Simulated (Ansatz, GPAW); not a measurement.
# InS3I (model structure): optical spectrum from first principles, part 2 of 3

Aim: the dielectric function of InS3I (model structure), and the optical constants that follow from it. The cell was made here by substitution or stacking, whether or not such a phase is known. It was built so: All O replaced by S and Tl replaced by In in the R3m structure of TlIO3. The cell is first relaxed with Ansatz.

GPAW 26.7.0; DFT, revPBE, plane-wave PAW (GPAW data sets), scalar-relativistic, RPA, optical limit.

So far: Set-up; Relaxation.

**3. Ground state**

First the ground state: is it a metal or has it a gap?

This step: DFT, revPBE, plane-wave PAW (GPAW data sets), scalar-relativistic, ground state (GPAW 26.7.0).

File gs.py:

```python
from ase import Atoms
from ase.dft.bandgap import bandgap
from gpaw import GPAW, PW, FermiDirac

atoms = Atoms(['I', 'In', 'S', 'S', 'S'],
              cell=[[3.66521789, 2.11611454, 4.06470124],
                    [-3.66521789, 2.11611454, 4.06470124],
                    [0.00000000, -4.23222907, 4.06470124]],
              scaled_positions=[[0.51706163, 0.51706163, 0.51706163],
                                [0.06022849, 0.06022849, 0.06022849],
                                [0.41394422, 0.41394422, 0.93252146],
                                [0.41394422, 0.93252146, 0.41394422],
                                [0.93252146, 0.41394422, 0.41394422]],
              pbc=[True, True, True])
atoms.calc = GPAW(mode=PW(400), xc='revPBE', kpts={'size': (4, 4, 4), 'gamma': True},
                  occupations=FermiDirac(0.05), maxiter=150, txt='gs.txt')
print('energy (eV)', atoms.get_potential_energy())
print('Fermi level (eV)', atoms.calc.get_fermi_level())
print('valence electrons', atoms.calc.get_number_of_electrons())
print('gap (eV)', bandgap(atoms.calc, output=None)[0])
print('direct gap (eV)', bandgap(atoms.calc, direct=True, output=None)[0])
atoms.calc.write('gs.gpw')
```

Run with:

```bash
$ OMP_NUM_THREADS=1 python gs.py
```

Numbers of over 12 decimals in the logs are rounded to 6 here.

Log:

```text
__  _  _
 | _ |_)|_||  |
 |__||  | ||/\| - 26.7.0

Versions:
  Python: 3.12.14
  ASE:    3.29.0
  Numpy:  2.5.5
  Scipy:  1.18.1
  Libxc:  7.0.0

Input parameters:
  mode=PW(ecut=400.0),
  kpts=MonkhorstPack(size=(4, 4, 4), gamma=True),
  maxiter=150,
  occupations=Occupations(name='fermi-dirac', width=0.05, fixmagmom=False),
  xc=XC(name='revPBE')

Diagonalizing LCAO Hamiltonian
Converting LCAO to pw mode

         S        S
            SI

             In

Atoms  # Å, Bohr magnetons
|   | symbol |         x |         y |        z |    initial magnetic moments |
| 0 |      I |  0.000000 |  0.000000 | 6.305103 | ( 0.0000,  0.0000,  0.0000) |
| 1 |     In |  0.000000 |  0.000000 | 0.734432 | ( 0.0000,  0.0000,  0.0000) |
| 2 |      S | -0.000000 | -2.194738 | 7.155540 | ( 0.0000,  0.0000,  0.0000) |
| 3 |      S | -1.900699 |  1.097369 | 7.155540 | ( 0.0000,  0.0000,  0.0000) |
| 4 |      S |  1.900699 |  1.097369 | 7.155540 | ( 0.0000,  0.0000,  0.0000) |

Unit cell  # Å
| periodic |         x |         y |        z |  lengths |    angles |
|      yes |  3.665218 |  2.116115 | 4.064701 | 5.868012 | 77.307117 |
|      yes | -3.665218 |  2.116115 | 4.064701 | 5.868012 | 77.307117 |
|      yes |  0.000000 | -4.232229 | 4.064701 | 5.868012 | 77.307117 |

Number of symmetries: 2
Symmetry operations  # r_c * U_cc + t_c -> r_c
|   | kind |            matrix            |
| 0 |  E   |  1, 0, 0,  0, 1, 0,  0, 0, 1 |
| 1 |  σ   |  0, 1, 0,  1, 0, 0,  0, 0, 1 |

BZ-sampling:
  Number of BZ points: 64
  Number of IBZ points: 24

  Monkhorst-Pack size: [4, 4, 4]
  Monkhorst-Pack shift: [0.125, 0.125, 0.125]

K-points  # in reciprocal-cell coordinates
|     |                                coordinates |     weight |
|   0 | (  0.00000000,   0.00000000,   0.00000000) | 0.01562500 |
|   1 | (  0.00000000,   0.00000000,   0.25000000) | 0.03125000 |
|   2 | (  0.00000000,   0.00000000,   0.50000000) | 0.01562500 |
|   3 | (  0.25000000,  -0.25000000,   0.00000000) | 0.03125000 |
|   4 | (  0.25000000,  -0.25000000,   0.25000000) | 0.06250000 |
|   5 | (  0.25000000,  -0.25000000,   0.50000000) | 0.03125000 |
|   6 | (  0.25000000,   0.00000000,  -0.25000000) | 0.06250000 |
|   7 | (  0.25000000,   0.00000000,   0.00000000) | 0.06250000 |
|   8 | (  0.25000000,   0.00000000,   0.25000000) | 0.06250000 |
|   9 | (  0.25000000,   0.00000000,   0.50000000) | 0.06250000 |
| ... |                                            |            |
|  23 | (  0.50000000,   0.50000000,   0.50000000) | 0.01562500 |

Plane wave coefficients: 3452
Cutoff: 400.0 eV

Spin-components: 1 (collinear spins)
Bands:           25
Projectors:      26
Spin-degeneracy: 2
Datatype:        complex128

Parallelization:
  kpt:    1
  domain: 1
  band:   1

Density:
  Valence electrons: 38.0
  Components: 1
  Grid points: [28 28 28]
  Charge: 0.0  # |e|

Potential:
  Grid points: [28 28 28]

species:
  I:
    name:    Iodine
    id:
    Z:       53.0
    valence: 7
    core:    46
    charge:  0.0  # [|e|]
    compensation charges:
      type: gauss
      rc: 0.37  # [Å]
      lmax: 2
    cutoffs:
      filter: 2.06  # [Å]
      core: 2.90  # [Å]
    projectors
    | kind |    occ | energy [eV] | rcut [Å] |
    |   5s |  2.000 |     -17.322 |    1.164 |
    |   5p |  5.000 |      -7.047 |    1.164 |
    |    s |        |       9.889 |    1.164 |
    |    p |        |      20.164 |    1.164 |
    |    d |        |       0.000 |    1.164 |

    Using partial waves for I as LCAO basis

  In:
    name:    Indium
    id:
    Z:       49.0
    valence: 13
    core:    36
    charge:  0.0  # [|e|]
    compensation charges:
      type: gauss
      rc: 0.36  # [Å]
      lmax: 2
    cutoffs:
      filter: 2.09  # [Å]
      core: 2.48  # [Å]
    projectors
    | kind |    occ | energy [eV] | rcut [Å] |
    |   5s |  2.000 |      -8.129 |    1.185 |
    |   5p |  1.000 |      -2.456 |    1.244 |
    |   4d | 10.000 |     -18.611 |    1.148 |
    |    s |        |      19.083 |    1.185 |
    |    p |        |      24.755 |    1.244 |
    |    d |        |       8.601 |    1.148 |

    Using partial waves for In as LCAO basis

  S:
    name:    Sulfur
    id:
    Z:       16.0
    valence: 6
    core:    10
    charge:  0.0  # [|e|]
    compensation charges:
      type: gauss
      rc: 0.24  # [Å]
      lmax: 2
    cutoffs:
      filter: 1.77  # [Å]
      core: 1.66  # [Å]
    projectors
    | kind |    occ | energy [eV] | rcut [Å] |
    |   3s |  2.000 |     -17.230 |    0.974 |
    |   3p |  4.000 |      -6.978 |    0.979 |
    |    s |        |       9.981 |    0.974 |
    |    p |        |      20.234 |    0.979 |
    |    d |        |       0.000 |    0.900 |

    Using partial waves for S as LCAO basis

Reference energy: -386110.426791  # eV

eigensolver:
  PPCG
  Converge bands: occupied
  niter=2

density mixing:
  MSR1-Mixer
  Pratt-step length: 0.05
  Maximum mixing coefficient: 0.75
  Old densities: 10
  SVD Regularization: 0.005
  Good broyden scale: 1.0
  Trust region scale: 1.0
  Backstep threshold: 4.0
  History deletion threshold: 6.0
  Fourier metric: weight=20.0, sigma=0.015

occupation numbers:
  Fermi-Dirac:
    width: 0.0500  # eV

poisson solver:
  ecut: 3200.0  # eV

xc functional:
  name: revPBE with 2 nearest neighbor stencil

convergence criteria:
- Maximum [total energy] change in last 3 cyles: 0.0005 eV / valence electron
- Maximum integral of absolute [dens]ity change: 0.0001 electrons / valence electron
- Maximum integral of absolute [eigenst]ate change: 4e-08 eV^2 / valence electron
maximum number of iterations: 150

SCF iterations
|iter     |      energy | eigst |  dens |
|iter:   1||  -14.893206 | -0.40 |       |
|iter:   2||  -14.314018 | -1.87 | -0.96 |
|iter:   3||  -12.722896 | -1.47 | -1.01 |
|iter:   4||  -12.701237 | -2.63 | -1.55 |
|iter:   5||  -12.703271 | -3.81 | -1.96 |
|iter:   6||  -12.703713c| -4.51 | -2.59 |
|iter:   7||  -12.703759c| -5.40 | -3.05 |
|iter:   8||  -12.703767c| -6.36 | -3.63 |
|iter:   9||  -12.703769c| -7.43c| -4.13c|

Converged in 9 steps
SCF loop duration: 28.676 s (3.186 s/step)
Energy contributions relative to reference atoms: (reference = -386110.426791)

Energy contributions:
  Kinetic:          21.905437
  Coulomb:         -21.030137
  Zero:              0.504854
  External:          0.000000
  Xc:              -14.083885
  Entropy:          -0.000073
  Spinorbit:         0.000000
  ----------------------------
  Free energy:     -12.703805
  Extrapolated:    -12.703769

dipole moment: (0.000000, -0.000000, -6.326775)  # |e|*Ang

Fermi level: 1.599
Eigenvalues  # (at kpt = [0.000, 0.000, 0.000])
| band index |      eig [eV] | occ [0-2] |
|          0 |       -14.712 |     2.000 |
|        ... |               |           |
|         11 |        -3.799 |     2.000 |
|         12 |        -1.240 |     2.000 |
|         13 |        -0.078 |     2.000 |
|         14 |        -0.078 |     2.000 |
|         15 |         0.288 |     2.000 |
|         16 |         0.288 |     2.000 |
|         17 |         0.334 |     2.000 |
|         18 |         1.090 |     2.000 |
|         19 |         1.928 |     0.003 |
|         20 |         3.925 |     0.000 |
|         21 |         3.925 |     0.000 |
|         22 |         5.256 |     0.000 |
|         23 |         5.256 |     0.000 |
|         24 |         6.076 |     0.000 |

Gap: 0.705 eV
Transition (v -> c):
  (s=0, k=23, n=18, [0.50, 0.50, 0.50]) -> (s=0, k=0, n=19, [0.00, 0.00, 0.00])
Direct/indirect transitions are different
Direct gap: 0.733 eV
Transition at: (s=0, k=23, n=18, [0.50, 0.50, 0.50])

--- standard output ---
energy (eV) -12.703769
Fermi level (eV) 1.599262
valence electrons 38.0
gap (eV) 0.705491
direct gap (eV) 0.732548
```

It took 30 s on 1 thread of Arm Neoverse V2, shared host; peak memory 0.21 GiB.

This step gave:

| Property | Result |
| --- | --- |
| energy | -12.70 eV |
| Fermi energy | 1.599 eV |
| gap on the k-mesh | 0.7055 eV |
| direct gap on the mesh | 0.7325 eV |
| electrons | 38 |

There is a gap, 0.71 eV on this mesh (points off the mesh can give less), so no carriers' term is needed.

**4. Bands for the response**

The response needs many more empty bands than the density does.

This step: DFT, revPBE, plane-wave PAW (GPAW data sets), scalar-relativistic, bands at fixed density (GPAW 26.7.0).

File nscf.py:

```python
from ase.dft.bandgap import bandgap
from gpaw import GPAW, FermiDirac

calc = GPAW('gs.gpw').fixed_density(kpts={'size': (6, 6, 6), 'gamma': True}, nbands=54, convergence={'bands': 48},
                                    occupations=FermiDirac(0.001), txt='nscf.txt')
print('gap (eV)', bandgap(calc, output=None)[0])
print('direct gap (eV)', bandgap(calc, direct=True, output=None)[0])
calc.write('full.gpw', mode='all')
```

Run with:

```bash
$ OMP_NUM_THREADS=1 python nscf.py
```

Log:

```text
Diagonalizing LCAO Hamiltonian
Converting LCAO to pw mode
convergence criteria:
- Maximum integral of absolute [eigenst]ate change: 4e-08 eV^2 / valence electron
maximum number of iterations: 150

SCF iterations
|iter     |      energy | eigst |  dens |
|iter:   1||             | +3.10 |       |
|iter:   2||             | +1.82 |       |
|iter:   3||             | +1.01 |       |
|iter:   4||             | +0.05 |       |
|iter:   5||             | -0.78 |       |
|iter:   6||             | -1.52 |       |
|iter:   7||             | -2.16 |       |
|iter:   8||             | -2.82 |       |
|iter:   9||             | -3.45 |       |
|iter:  10||             | -4.10 |       |
|iter:  11||             | -4.74 |       |
|iter:  12||             | -5.39 |       |
|iter:  13||             | -6.01 |       |
|iter:  14||             | -6.65 |       |
|iter:  15||             | -7.15 |       |
|iter:  16||             | -7.56c|       |
SCF steps: 16
  __  _  _
 | _ |_)|_||  |
 |__||  | ||/\| - 26.7.0

Versions:
  Python: 3.12.14
  ASE:    3.29.0
  Numpy:  2.5.5
  Scipy:  1.18.1
  Libxc:  7.0.0

Input parameters:
  mode=PW(ecut=400.0),
  convergence={'bands': 48},
  gpts=array([28, 28, 28]),
  kpts=MonkhorstPack(size=(6, 6, 6), gamma=True),
  maxiter=150,
  nbands=54,
  occupations=Occupations(name='fermi-dirac', width=0.001, fixmagmom=False),
  parallel={},
  xc=XC(name='revPBE')

--- standard output ---
gap (eV) 0.705491
direct gap (eV) 0.732548
```

The job ended after 4.9 min (1 thread; peak memory 0.44 GiB).

**5. Dielectric function, RPA**

Local fields let the induced charge screen the field inside the cell, which as a rule lowers ε, most along directions where the density is uneven.

This step: DFT, revPBE, plane-wave PAW (GPAW data sets), scalar-relativistic, RPA, optical limit (GPAW 26.7.0).

File df.py:

```python
from gpaw.response.df import DielectricFunction

df = DielectricFunction('full.gpw', frequencies={'type': 'nonlinear', 'domega0': 0.03, 'omega2': 8},
                        ecut=30,
                        eta=0.1,
                        nbands=48,
                        txt='df.txt')
for direction in ['x', 'z']:
    df.get_dielectric_function(xc='RPA', direction=direction, filename=f'df_{direction}.csv')
```

Run with:

```bash
$ OMP_NUM_THREADS=1 python df.py
```

Log:

```text
Using integrator: PointIntegrator
NonLinearFrequencyDescriptor(from 0.000 to 31.274 eV, 399 points)
Nonperiodic BCs:  [False False False]
Using integrator: PointIntegrator
NonLinearFrequencyDescriptor(from 0.000 to 31.274 eV, 399 points)
Nonperiodic BCs:  [False False False]

Calculating chi0 body with:
    Ground state adapter containing:
    Number of spins: 1
    Number of kpoints: 216
    Number of irreducible kpoints: 68
    Number of completely occupied states: 19
    Number of partially occupied states: 19

    Linear response parametrization:
    q_c: [0.0, 0.0, 0.0]
    Number of frequency points: 399
    Planewave cutoff: 30.0
    Number of bands: 48
    Number of planewaves: 69
    Broadening (eta): 0.1

Integrating chi0 body.

Symmetries of q_c:
    Direct symmetries (Uq -> q): 2
    Indirect symmetries (TUq -> q): 2
In total 4 allowed symmetries.

68 groups of equivalent kpoints. 68.518519% reduction.

Integral kind: spectral function

Calculating chi0 optical extensions with:
    Ground state adapter containing:
    Number of spins: 1
    Number of kpoints: 216
    Number of irreducible kpoints: 68
    Number of completely occupied states: 19
    Number of partially occupied states: 19

    Linear response parametrization:
    Number of frequency points: 399
    Planewave cutoff: 30.0
    Number of bands: 48
    Number of planewaves: 69
    Broadening (eta): 0.1
Integrating chi0 head and wings.

Symmetries of q_c:
    Direct symmetries (Uq -> q): 2
    Indirect symmetries (TUq -> q): 2
In total 4 allowed symmetries.

68 groups of equivalent kpoints. 68.518519% reduction.

Integral kind: spectral function wings
```

Elapsed: 34 s, on 1 thread; peak memory 0.37 GiB.

Read-outs, printed or worked out from the files:

```
electronic dielectric constant ε∞, mean over x, y and z (by symmetry where fewer were run) : 7.060
```

Some rows of df_x.csv (energy; Re and Im without local fields; Re and Im with them):

```text
0.000000, 10.977178, 0.000000, 8.439980, -0.000000
0.366838, 11.373588, 0.237987, 8.710874, 0.162070
0.747880, 13.125659, 0.898819, 9.894397, 0.600515
1.143969, 15.040802, 7.724063, 11.244993, 4.984702
1.556014, 7.753876, 10.543687, 7.285773, 7.238840
1.984998, 5.219195, 8.832119, 5.003616, 7.011764
2.431988, 4.598695, 7.482261, 3.812224, 5.801723
2.898142, 2.453708, 6.426569, 2.470746, 5.081150
3.384719, 2.328736, 4.409577, 1.928416, 3.224945
3.893091, 3.635251, 5.030415, 3.260014, 3.400415
4.424758, 1.830102, 5.314379, 1.785756, 4.672526
4.981356, 1.004952, 3.780891, 0.735740, 3.804687
5.564682, 1.762770, 3.676020, 1.311693, 2.572333
6.176709, 0.227016, 3.590010, -0.258113, 3.057070
6.819608, 1.303433, 3.882539, 1.059756, 1.727094
7.495775, 0.431346, 4.418373, 1.213770, 2.168862
8.207861, -0.990546, 3.898945, 1.025503, 3.258774
8.958808, -1.694998, 2.184989, 0.212123, 2.770737
9.751884, -0.839422, 1.365065, -0.096120, 1.840906
10.590737, -0.302398, 1.182916, -0.281245, 1.622262
```

The Im ε has structure finer than the step of the table below, so its rows give means over 0.5 eV, whole bins alone (the curve runs from 0 to 10.7 eV). Peaks (eV: height): E ∥ x 1.52: 7.25, 4.29: 5.28, 5.82: 3.64, 8.21: 3.26; E ∥ z 1.31: 2.42, 5.42: 6.35, 8.58: 2.59.

Sum at mesh points, not converged in k; values under the direct gap are tails of Lorentzian lines. Im ε against photon energy; means over each step:

| photon energy (eV) | E ∥ x | E ∥ z |
| --- | --- | --- |
| 0.5 | 0.284 | 0.0935 |
| 1.0 | 2.90 | 1.14 |
| 1.5 | 6.73 | 1.71 |
| 2.0 | 6.64 | 0.952 |
| 2.5 | 5.84 | 1.35 |
| 3.0 | 4.74 | 1.65 |
| 3.5 | 3.23 | 1.30 |
| 4.0 | 3.98 | 1.57 |
| 4.5 | 4.81 | 2.04 |
| 5.0 | 3.66 | 3.49 |
| 5.5 | 2.75 | 5.16 |
| 6.0 | 3.41 | 2.01 |
| 6.5 | 1.82 | 1.10 |
| 7.0 | 1.83 | 1.21 |
| 7.5 | 2.12 | 1.22 |
| 8.0 | 2.66 | 1.48 |
| 8.5 | 2.75 | 2.15 |
| 9.0 | 2.59 | 1.87 |
| 9.5 | 2.04 | 1.67 |
| 10.0 | 1.82 | 1.61 |

(Continued in part 3 of 3.)

[Machine, clock and banner lines and Python warnings are left out of the logs.]

[Logs are printed without paths, hosts, clocks, repeated set-up lines and the standing remarks that a program may print on its own settings, such as how far it seeks lower states.]

[Hosts, paths, dates, database ids (printed as entryN), source tags and the programs' standing remarks are cut or masked in the printed files.]
